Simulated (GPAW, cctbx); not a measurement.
# What do these deviations say about the bonding?

ScTiAl, Cmcm (no. 63), a = 4.4633 Å, b = 9.5559 Å, c = 5.5259 Å, α = 90.00°, β = 90.00°, γ = 90.00°.

| atom | mult. | x | y | z |
| --- | --- | --- | --- | --- |
| Ti1 | 4 | 0 | 0.4216 | 1/4 |
| Sc1 | 4 | 1/2 | 0.2083 | 1/4 |
| Al1 | 4 | 0 | 0 | 1/2 |

The start was made by putting kin elements into a known structure type; the compound need not exist, or be stable, in this form.

Absolute values of the static structure factors of the conventional cell from DFT (PBE, GPAW) against free spherical atoms, in electrons:

| hkl | d (Å) | free atoms | crystal |
| --- | --- | --- | --- |
| 020 | 4.778 | 24.08 | 24.99 |
| 110 | 4.044 | 40.91 | 41.32 |
| 021 | 3.614 | 25.96 | 26.24 |
| 111 | 3.263 | 30.76 | 30.93 |
| 002 | 2.763 | 91.06 | 90.50 |
| 130 | 2.593 | 74.43 | 73.84 |
| 022 | 2.392 | 52.72 | 52.49 |
| 040 | 2.389 | 41.27 | 41.20 |
| 131 | 2.347 | 103.72 | 103.02 |
| 112 | 2.281 | 104.94 | 104.16 |

**Question.** Which way does charge move, and which reflections show it best?

Project each element's phase sum on the total phase. |F| rises if density moves to atoms that scatter in phase and falls if it moves to atoms that scatter against it; the rule is for low angles, since changes of shape take over beyond. Where all elements are in phase the terms compete, and the compactness of the donor's and the acceptor's density matters too.

| hkl | Ti in phase | Sc in phase | Al in phase | change (e) | (%) |
| --- | --- | --- | --- | --- | --- |
| 020 | +2.2 | -3.5 | +4.0 | +0.91 | +3.8 |
| 110 | +3.5 | +1.0 | -4.0 | +0.41 | +1.0 |
| 021 | +3.3 | -2.0 | 0.0 | +0.27 | +1.1 |
| 111 | -1.9 | +3.9 | 0.0 | +0.17 | +0.5 |
| 002 | +4.0 | +4.0 | -4.0 | -0.56 | -0.6 |
| 130 | -0.4 | +2.8 | +4.0 | -0.59 | -0.8 |
| 022 | -2.2 | +3.5 | +4.0 | -0.23 | -0.4 |
| 040 | -1.6 | +2.0 | +4.0 | -0.08 | -0.2 |

Low-angle reflections that set elements apart and change by more than 0.05 e: 020, 110, 021, 111, 002, 130, 022 and 040. The signs fit a gain of density on Ti and Al and a loss on Sc, apart from 110 and 111. The best witness is 020, +3.8 %, where Ti enters with +2.2. The real-space density agrees: Voronoi charges Ti -0.07, Sc +0.11, Al -0.04 e. The shortest bond, Ti–Al, has Δρ = +0.02 e/Å³ at its midpoint, with no localised bond charge.
